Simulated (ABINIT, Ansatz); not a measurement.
# Converging GW for CsPbCl3 (Pm-3m) in ABINIT

What does each rung of G0W0 on CsPbCl3 (Pm-3m) cost, and what does it buy?

Main program and level: ABINIT 10.8.3; PBE and many-body steps on it, plane waves.

## (1) Starting point

It takes space group Pm-3m (No. 221, cubic). The conventional cell has a = 5.605 Å, b = 5.605 Å, c = 5.605 Å, α = 90.00°, β = 90.00°, γ = 90.00°. Cs has 12 Cl at 3.96 Å nearest. Pb has 6 Cl at 2.80 Å nearest. Cl has 2 Pb at 2.80 Å and 4 Cs at 3.96 Å nearest. Farther neighbours and most contacts between anions are not listed.

The cell and positions come from the Crystallography Open Database and are kept as given unless a step says otherwise. Spin-orbit coupling is left out unless a step names it.

## (2) Empty states on the mesh, 2×2×2 mesh, 605 bands

This step: ABINIT 10.8.3; DFT, PBE, plane waves, norm-conserving pseudopotentials.

The sums over transitions need many empty states on a uniform mesh; this step solves for them.

run.abi

```
acell 3*1.0 Angstrom
rprim 
  5.605000000000 0.000000000000 0.000000000000
  0.000000000000 5.605000000000 0.000000000000
  0.000000000000 0.000000000000 5.605000000000
ntypat 3
znucl 55 82 17
natom 5
typat 1 2 3 3 3
xred 
  0.000000000000 0.000000000000 0.000000000000
  0.500000000000 0.500000000000 0.500000000000
  0.500000000000 0.500000000000 0.000000000000
  0.000000000000 0.500000000000 0.500000000000
  0.500000000000 0.000000000000 0.500000000000
pp_dirpath "pseudos"
pseudos "Cs.upf, Pb.upf, Cl.upf"
ecut 32
ngkpt 2 2 2
nshiftk 1
shiftk 0 0 0
kptopt 1
chksymbreak 0
iscf -2
irdden 1
istwfk *1
nband 605
nbdbuf 54
tolwfr 1e-09
nstep 60
prtvol 0
indata_prefix "in"
outdata_prefix "out"
tmpdata_prefix "tmp"
```

Launch:

```
$ OMP_NUM_THREADS=1 mpirun -n 4 abinit run.abi > log
```

Numbers of over 12 decimals in the logs are rounded to 6 here.

The program printed:

```text
.Version 10.8.3 of ABINIT. v10.8.2 released Aug 2026.

 Symmetries : space group Pm -3 m (#221); Bravais cP (primitive cubic)
[... echo of the input left out ...]
== DATASET  1 ==================================================================
-   mpi_nproc: 4, omp_nthreads: 1 (-1 if OMP is not activated)

--- !DatasetInfo
iteration_state: {dtset: 1, }
dimensions: {natom: 5, nkpt: 4, mband: 605, nsppol: 1, nspinor: 1, nspden: 1, mpw: 10280, }
cutoff_energies: {ecut:  32.0, pawecutdg:  -1.0, }
[...]
4.44309    4.45206    4.45908    4.45909    4.45909    4.46335    4.48515    4.48528
   4.48538    4.50265    4.50319    4.50784    4.51625    4.51682    4.51710    4.51966
   4.52031    4.52253    4.54218    4.54479    4.54835
 prteigrs : prtvol=0 or 1, do not print more k-points.

== END DATASET(S) ==============================================================
================================================================================

 -outvars: echo values of variables after computation  --------
            nband         605
             nkpt           4
          spgroup         221
 [... the other variables as echoed above ...]

 Calculation completed.
```

Elapsed: 16 min, on 4 MPI ranks of Arm Neoverse N1, shared host; peak memory 0.99 GiB.

Numbers from this step:

```
gap                                                           : 1.932 eV
k of the valence top                                          : 0.5, 0.5, 0.5
k of the conduction bottom                                    : 0.5, 0.5, 0.5
least direct gap                                              : 1.932 eV
k points computed                                             : 4
lowest point of the top converged band, above the valence top : 111.6159 eV
```

On this mesh the gap is 1.932 eV.

The density comes from a self-consistent run that is not shown.

## (3) Screening, 2×2×2 mesh, 91 bands, screening to 76.2 eV

The RPA dielectric matrix is built and inverted for each q.

This step: RPA screening on PBE, plane waves, norm-conserving pseudopotentials.

Changes to run.abi since step 2:

```diff
@@ -23,10 +23,11 @@
 chksymbreak 0
-iscf -2
-irdden 1
 istwfk *1
-nband 605
-nbdbuf 54
-tolwfr 1e-09
-nstep 60
-prtvol 0
+occopt 1
+irdwfk 1
+optdriver 3
+nband 91
+ecuteps 2.8
+inclvkb 2
+awtr 1
+symchi 1
 indata_prefix "in"
```

The program printed:

```text
.Version 10.8.3 of ABINIT. v10.8.2 released Aug 2026.

 Symmetries : space group Pm -3 m (#221); Bravais cP (primitive cubic)
[... echo of the input left out ...]
== DATASET  1 ==================================================================
-   mpi_nproc: 4, omp_nthreads: 1 (-1 if OMP is not activated)

--- !DatasetInfo
iteration_state: {dtset: 1, }
dimensions: {natom: 5, nkpt: 4, mband: 91, nsppol: 1, nspinor: 1, nspden: 1, mpw: 10280, }
cutoff_energies: {ecut:  32.0, pawecutdg:  -1.0, }
electrons: {nelect:   5.20000000E+01, charge:   0.00000000E+00, occopt:   1.00000000E+00, tsmear:   1.00000000E-02, }

 SCREENING: Calculation of the susceptibility and dielectric matrices

 Based on a program developped by R.W. Godby, V. Olevano, G. Onida, and L. Reining.
 Incorporated in ABINIT by V. Olevano, G.-M. Rignanese, and M. Torrent.
.Using double precision arithmetic ; gwpc =  8

[... cell and pseudopotentials left out ...]
--------------------------------------------------------------------------------

 ==== K-mesh for the wavefunctions ====
 Number of points in the irreducible wedge :     4
[... list of points left out ...]
 Together with 48 symmetry operations and time-reversal symmetry
 yields     8 points in the full Brillouin Zone.

 ==== Q-mesh for the screening function ====
 Number of points in the irreducible wedge :     4
[... list of points left out ...]
 Together with 48 symmetry operations and time-reversal symmetry
 yields     8 points in the full Brillouin Zone.

 setmesh: FFT mesh size selected  =    36x   36x   36
          total number of points  =        46656

 vcoul_init : cutoff-mode = AUXILIARY_FUNCTION
 q-points for optical limit:   1
     1)      0.000010    0.000020    0.000030

- screening: taking advantage of time-reversal symmetry
- Maximum band index for partially occupied states nbvw = 26
- Remaining bands to be divided among processors   nbcw = 65
- Number of bands treated by each node ~16

 Number of electrons calculated from density =   52.0000; Expected =   52.0000
 average of density, n =  0.043760
 r_s =    1.7604
 omega_plasma =   20.1788 [eV]

 calculating chi0 at frequencies [eV] :
  1    0.000000E+00    0.000000E+00
  2    0.000000E+00    2.017881E+01

--------------------------------------------------------------------------------
  q-point number  1        q = ( 0.000000, 0.000000, 0.000000) [r.l.u.]
--------------------------------------------------------------------------------
[... chi0 elements left out ...]
 For q-point:  0.000010 0.000020 0.000030
  dielectric constant =   7.2347
  dielectric constant without local fields =   8.1817

  Average fulfillment of the sum rule on Im[epsilon] for q-point    1 :     42.91  [%]
[... wings left out ...]
  q-point number  2        q = ( 0.500000, 0.000000, 0.000000) [r.l.u.]
--------------------------------------------------------------------------------
[... chi0 elements left out ...]
  Average fulfillment of the sum rule on Im[epsilon] for q-point    2 :     51.30  [%]

 [... 2 further q-points ...]
```

Elapsed: 44 s, on 4 MPI ranks; peak memory 1.4 GiB.

This step gave:

```yaml
eps_infinity_with_local_fields_on_this_mesh_along_the_program_s_q_direction: 7.235
the_same_without_local_fields: 8.182
plasma_frequency: 20.18 eV
plane_waves_in_the_screening_matrix: 251
```

Local fields lower ε∞ by 12 %. On a Γ-centred mesh this coarse the value itself is usually too large, while a short band sum pulls it down.

## (4) 91 bands, 76.2 eV

The self-energy is evaluated for the states that the input lists, and the levels follow from it, in one-shot runs by the linearised quasiparticle equation.

This step: G0W0 on PBE, plane waves, norm-conserving pseudopotentials.

Changes to run.abi since step 3:

```diff
@@ -26,8 +26,17 @@
 irdwfk 1
-optdriver 3
+optdriver 4
 nband 91
+gwcalctyp 0
+ecutsigx 32
+symsigma 1
+nkptgw 2
+kptgw 
+  0.5000000000 0.5000000000 0.5000000000
+  0.0000000000 0.0000000000 0.0000000000
+bdgw 
+  23 29
+  24 29
 ecuteps 2.8
-inclvkb 2
-awtr 1
-symchi 1
+irdscr 1
+ppmodel 1
 indata_prefix "in"
```

The program printed:

```text
.Version 10.8.3 of ABINIT. v10.8.2 released Aug 2026.

 Symmetries : space group Pm -3 m (#221); Bravais cP (primitive cubic)
[... echo of the input left out ...]
== DATASET  1 ==================================================================
-   mpi_nproc: 4, omp_nthreads: 1 (-1 if OMP is not activated)

--- !DatasetInfo
iteration_state: {dtset: 1, }
dimensions: {natom: 5, nkpt: 4, mband: 91, nsppol: 1, nspinor: 1, nspden: 1, mpw: 10280, }
cutoff_energies: {ecut:  32.0, pawecutdg:  -1.0, }
electrons: {nelect:   5.20000000E+01, charge:   0.00000000E+00, occopt:   1.00000000E+00, tsmear:   1.00000000E-02, }

 SIGMA: Calculation of the GW corrections

 Based on a program developped by R.W. Godby, V. Olevano, G. Onida, and L. Reining.
 Incorporated in ABINIT by V. Olevano, G.-M. Rignanese, and M. Torrent.
.Using double precision arithmetic ; gwpc =  8

[... cell and pseudopotentials left out ...]
--------------------------------------------------------------------------------

 ==== K-mesh for the wavefunctions ====
 Number of points in the irreducible wedge :     4
[... list of points left out ...]
 Together with 48 symmetry operations and time-reversal symmetry
 yields     8 points in the full Brillouin Zone.

 ==== Q-mesh for screening function ====
 Number of points in the irreducible wedge :     4
[... list of points left out ...]
 Together with 48 symmetry operations and time-reversal symmetry
 yields     8 points in the full Brillouin Zone.

 vcoul_init : cutoff-mode = AUXILIARY_FUNCTION
 q-points for optical limit:   1
     1)      0.000010    0.000020    0.000030
 setmesh: FFT mesh size selected  =    54x   54x   54
          total number of points  =       157464

 Number of electrons calculated from density =   52.0000; Expected =   52.0000
 average of density, n =  0.043760
 r_s =    1.7604
 omega_plasma =   20.1788 [eV]

 === KS Band Gaps ===
  >>>> For spin  1
   Minimum direct gap =   1.9318 [eV], located at k-point      :   0.5000  0.5000  0.5000
   Fundamental gap    =   1.9318 [eV], Top of valence bands at :   0.5000  0.5000  0.5000
                                       Bottom of conduction at :   0.5000  0.5000  0.5000
 SIGMA fundamental parameters:
 PLASMON POLE MODEL  1
 number of plane-waves for SigmaX                10251
 number of plane-waves for SigmaC and W            251
 number of plane-waves for wavefunctions         10251
 number of bands                                    91
 number of independent spin polarizations            1
 number of spinorial components                      1
 number of k-points in IBZ                           4
 number of q-points in IBZ                           4
 number of symmetry operations                      48
 number of k-points in BZ                            8
 number of q-points in BZ                            8
 number of frequencies for dSigma/dE                 9
 frequency step for dSigma/dE [eV]                0.25
 number of omega for Sigma on real axis              0
 max omega for Sigma on real axis  [eV]           0.00
 zcut for avoiding poles [eV]                     0.10

 EPSILON^-1 parameters (SCR file):
 dimension of the eps^-1 matrix on file            251
 dimension of the eps^-1 matrix used               251
 number of plane-waves for wavefunctions         10251
 number of bands                                    91
 number of q-points in IBZ                           4
 number of frequencies                               2
 number of real frequencies                          1
 number of imag frequencies                          1

 matrix elements of self-energy operator (all in [eV])

 Perturbative Calculation

--- !SelfEnergy_ee
iteration_state: {dtset: 1, }
kpoint     : [   0.500,    0.500,    0.500, ]
spin       : 1
KS_gap     :    1.932
QP_gap     :    3.071
Delta_QP_KS:    1.139
data: !SigmaeeData |
     Band     E0 <VxcDFT>   SigX SigC(E0)      Z dSigC/dE  Sig(E)    E-E0       E
       23   0.573 -14.257 -18.504   3.416   0.778  -0.286 -14.903  -0.646  -0.073
       24   0.573 -14.257 -18.504   3.416   0.778  -0.286 -14.903  -0.646  -0.073
       25   0.573 -14.257 -18.504   3.416   0.778  -0.286 -14.903  -0.646  -0.073
       26   2.787 -15.725 -17.975   2.313   0.801  -0.248 -15.674   0.051   2.838
       27   4.719 -10.379  -6.296  -2.643   0.826  -0.210  -9.189   1.190   5.909
       28   4.719 -10.379  -6.296  -2.643   0.826  -0.210  -9.189   1.190   5.909
[...]
--- !SelfEnergy_ee
iteration_state: {dtset: 1, }
kpoint     : [   0.000,    0.000,    0.000, ]
spin       : 1
KS_gap     :    5.879
QP_gap     :    7.074
Delta_QP_KS:    1.195
data: !SigmaeeData |
     Band     E0 <VxcDFT>   SigX SigC(E0)      Z dSigC/dE  Sig(E)    E-E0       E
[...]
27   6.131  -6.348  -2.686  -3.021   0.846  -0.181  -5.805   0.543   6.674
       28   7.070  -6.633  -2.878  -2.887   0.846  -0.182  -5.899   0.734   7.804
       29   7.070  -6.633  -2.878  -2.887   0.846  -0.182  -5.899   0.734   7.804

== END DATASET(S) ==============================================================
================================================================================

 -outvars: echo values of variables after computation  --------
           etotal      0.0000000000E+00
            nband          91
             nkpt           4
          spgroup         221
 [... the other variables as echoed above ...]

 Calculation completed.
```

It took 15 s on 4 MPI ranks; peak memory 1.1 GiB; 59 s of CPU time.

This step gave:

```
G0W0 gap on the points computed              : 3.071 eV
starting gap on the mesh                     : 1.932 eV
k of the valence top                         : 0.5, 0.5, 0.5
k of the conduction bottom                   : 0.5, 0.5, 0.5
Z at the valence top                         : 0.801
Z at the conduction bottom                   : 0.826
least direct G0W0 gap on the computed points : 3.071 eV
```

The gap on the mesh goes from 1.93 eV to 3.07 eV, a correction of +1.14 eV.

## (5) Screening, 2×2×2 mesh, 240 bands, screening to 141.5 eV

This step: RPA screening on PBE, plane waves, norm-conserving pseudopotentials.

Changes to run.abi since step 4:

```diff
@@ -26,17 +26,8 @@
 irdwfk 1
-optdriver 4
-nband 91
-gwcalctyp 0
-ecutsigx 32
-symsigma 1
-nkptgw 2
-kptgw 
-  0.5000000000 0.5000000000 0.5000000000
-  0.0000000000 0.0000000000 0.0000000000
-bdgw 
-  23 29
-  24 29
-ecuteps 2.8
-irdscr 1
-ppmodel 1
+optdriver 3
+nband 240
+ecuteps 5.2
+inclvkb 2
+awtr 1
+symchi 1
 indata_prefix "in"
```

The program printed:

```text
.Version 10.8.3 of ABINIT. v10.8.2 released Aug 2026.

 Symmetries : space group Pm -3 m (#221); Bravais cP (primitive cubic)
[... echo of the input left out ...]
== DATASET  1 ==================================================================
-   mpi_nproc: 4, omp_nthreads: 1 (-1 if OMP is not activated)

--- !DatasetInfo
iteration_state: {dtset: 1, }
dimensions: {natom: 5, nkpt: 4, mband: 240, nsppol: 1, nspinor: 1, nspden: 1, mpw: 10280, }
cutoff_energies: {ecut:  32.0, pawecutdg:  -1.0, }
electrons: {nelect:   5.20000000E+01, charge:   0.00000000E+00, occopt:   1.00000000E+00, tsmear:   1.00000000E-02, }

 SCREENING: Calculation of the susceptibility and dielectric matrices

 Based on a program developped by R.W. Godby, V. Olevano, G. Onida, and L. Reining.
 Incorporated in ABINIT by V. Olevano, G.-M. Rignanese, and M. Torrent.
.Using double precision arithmetic ; gwpc =  8

[... cell and pseudopotentials left out ...]
--------------------------------------------------------------------------------

 ==== K-mesh for the wavefunctions ====
 Number of points in the irreducible wedge :     4
[... list of points left out ...]
 Together with 48 symmetry operations and time-reversal symmetry
 yields     8 points in the full Brillouin Zone.

 ==== Q-mesh for the screening function ====
 Number of points in the irreducible wedge :     4
[... list of points left out ...]
 Together with 48 symmetry operations and time-reversal symmetry
 yields     8 points in the full Brillouin Zone.

 setmesh: FFT mesh size selected  =    40x   40x   40
          total number of points  =        64000

 vcoul_init : cutoff-mode = AUXILIARY_FUNCTION
 q-points for optical limit:   1
     1)      0.000010    0.000020    0.000030

- screening: taking advantage of time-reversal symmetry
- Maximum band index for partially occupied states nbvw = 26
- Remaining bands to be divided among processors   nbcw = 214
- Number of bands treated by each node ~53

 Number of electrons calculated from density =   52.0000; Expected =   52.0000
 average of density, n =  0.043760
 r_s =    1.7604
 omega_plasma =   20.1788 [eV]

 calculating chi0 at frequencies [eV] :
  1    0.000000E+00    0.000000E+00
  2    0.000000E+00    2.017881E+01

--------------------------------------------------------------------------------
  q-point number  1        q = ( 0.000000, 0.000000, 0.000000) [r.l.u.]
--------------------------------------------------------------------------------
[... chi0 elements left out ...]
 For q-point:  0.000010 0.000020 0.000030
  dielectric constant =   7.2238
  dielectric constant without local fields =   8.2198

  Average fulfillment of the sum rule on Im[epsilon] for q-point    1 :     72.24  [%]
[... wings left out ...]
  q-point number  2        q = ( 0.500000, 0.000000, 0.000000) [r.l.u.]
--------------------------------------------------------------------------------
[... chi0 elements left out ...]
  Average fulfillment of the sum rule on Im[epsilon] for q-point    2 :     77.65  [%]

 [... 2 further q-points ...]
```

Run time: 3.2 min. Hardware: 4 MPI ranks; peak memory 2.3 GiB.

Numbers from this step:

* ε∞ with local fields, on this mesh, along the program's q direction: 7.224
* the same without local fields: 8.220
* plasma frequency: 20.18 eV
* plane waves in the screening matrix: 691

[end of part 1 of 2]

[Paths, hosts, dates, memory and timing lines, banners, echoed tables and standing remarks are left out of the program output.]

[Logs are printed without paths, hosts, clocks, repeated set-up lines and the standing remarks that a program may print on its own settings, such as how far it seeks lower states.]

[Runs of the session that timed out or met a known fault of the program may be left out.]

[Hosts, paths, dates, database ids (printed as entryN), source tags and the programs' standing remarks are cut or masked in the printed files.]

[G0W0 gaps are taken among the corrected bands and points alone; a level outside them can change the order at an edge.]

[Where Ansatz stands beside ABINIT at settings called matched, ABINIT's density can come from a denser mesh and the files from another edition; pairs whose starting gaps differed by over 0.03 eV were left out, so agreement reads better than it is.]
